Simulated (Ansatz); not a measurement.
## NaB (Fm-3m): from the cell to its phonons

The cell of NaB (Fm-3m) is at rest. What are its phonons? After the zone centre comes a 4×4×4 q mesh on a 16×16×16 k mesh.

Method: DFT PBEsol, scalar-relativistic, plane waves, PAW; PAW set soft_1, in Ansatz 0.2.0.

## 1. Set-up

The structure is cubic, space group Fm-3m (No. 225). The conventional cell has a = 5.302 Å, b = 5.302 Å, c = 5.302 Å, α = 90.00°, β = 90.00°, γ = 90.00°. Nearest to Na lie 6 B at 2.65 Å. B has 6 Na at 2.65 Å nearest. Farther neighbours are not listed.

## 2. Zone-centre response

The cell comes from relaxations at this level that are not shown. The zone centre comes first: it holds the modes that light can see, as far as symmetry allows. No field response is asked, since the mesh shows no gap.

Input file input.yaml:

```yaml
crystal:
  lattice:
    - [0.0, 2.6511930787, 2.6511930787]
    - [2.6511930787, 0.0, 2.6511930787]
    - [2.6511930787, 2.6511930787, 0.0]
  atoms:
    - { symbol: Na, position: [0.0, 0.0, 0.0] }
    - { symbol: B, position: [0.5, 0.5, 0.5] }
kpoints:
  mp_grid: { grid: [16, 16, 16] }
hamiltonian:
  xc: pbesol
  pseudopotentials: { kind: paw, azcp: { folder: soft_1 }, xc_functional: pbe }
scf:
  occupations: { method: methfessel_paxton, width: 0.2 }
output:
  eigenvalues: true
phonons:
  method: dfpt
```

Command:

```sh
ansatz run input.yaml --threads 4 --pin off --max-ram 10240MiB --backend cpu --events-out ev --progress --plain --runs-dir out
```

The runs that follow: the dispersion; isotope substitution. Settings of the main run: cutoff 420 eV, 16×16×16 k-mesh, 4×4×4 q-mesh, Methfessel-Paxton occupations, smearing width 0.2 eV, PAW set soft 1.

**Question.** What will these runs give for the highest optical mode at the zone centre, lowest optical zone-centre mode and highest frequency on the path or at a solved wavevector?

Modes are clearly imaginary (beyond 10i cm⁻¹) at 6 of the 8 irreducible wavevectors, most at q = (0, -0.5, -0.5) (209.7i cm⁻¹), so this structure is not a minimum of the energy. The optical modes at Γ form one degenerate level at 306 cm⁻¹. The highest mode in this list at Γ, 306.5 cm⁻¹, has its largest share on B (68 % of the kinetic energy).

```
volume per atom                                         : 18.6 Å³
electronic character                                    : no gap on this mesh
highest optical mode at the zone centre (no LO-TO term) : 306 cm⁻¹
lowest optical zone-centre mode                         : 306 cm⁻¹
lowest mode on the q mesh (acoustic modes at Γ apart)   : -210 cm⁻¹
highest frequency on the path or at a solved wavevector : 306 cm⁻¹
imaginary modes on the 4×4×4 q mesh                     : yes
```

With no gap, or one that is small against the smearing, the frequencies hang on the k mesh and the smearing, most of all near Kohn anomalies. The PAW files were made for PBE and serve the other functionals too. A phonon run warned that its eigensolver left some bands unconverged in a pass. These are harmonic frequencies at zero temperature: anharmonic shifts, linewidths and thermal expansion are left out.

[Logs are printed without paths, hosts, clocks, repeated set-up lines and the standing remarks that a program may print on its own settings, such as how far it seeks lower states.]

[Hosts, paths, dates, database ids (printed as entryN), source tags and the programs' standing remarks are cut or masked in the printed files.]
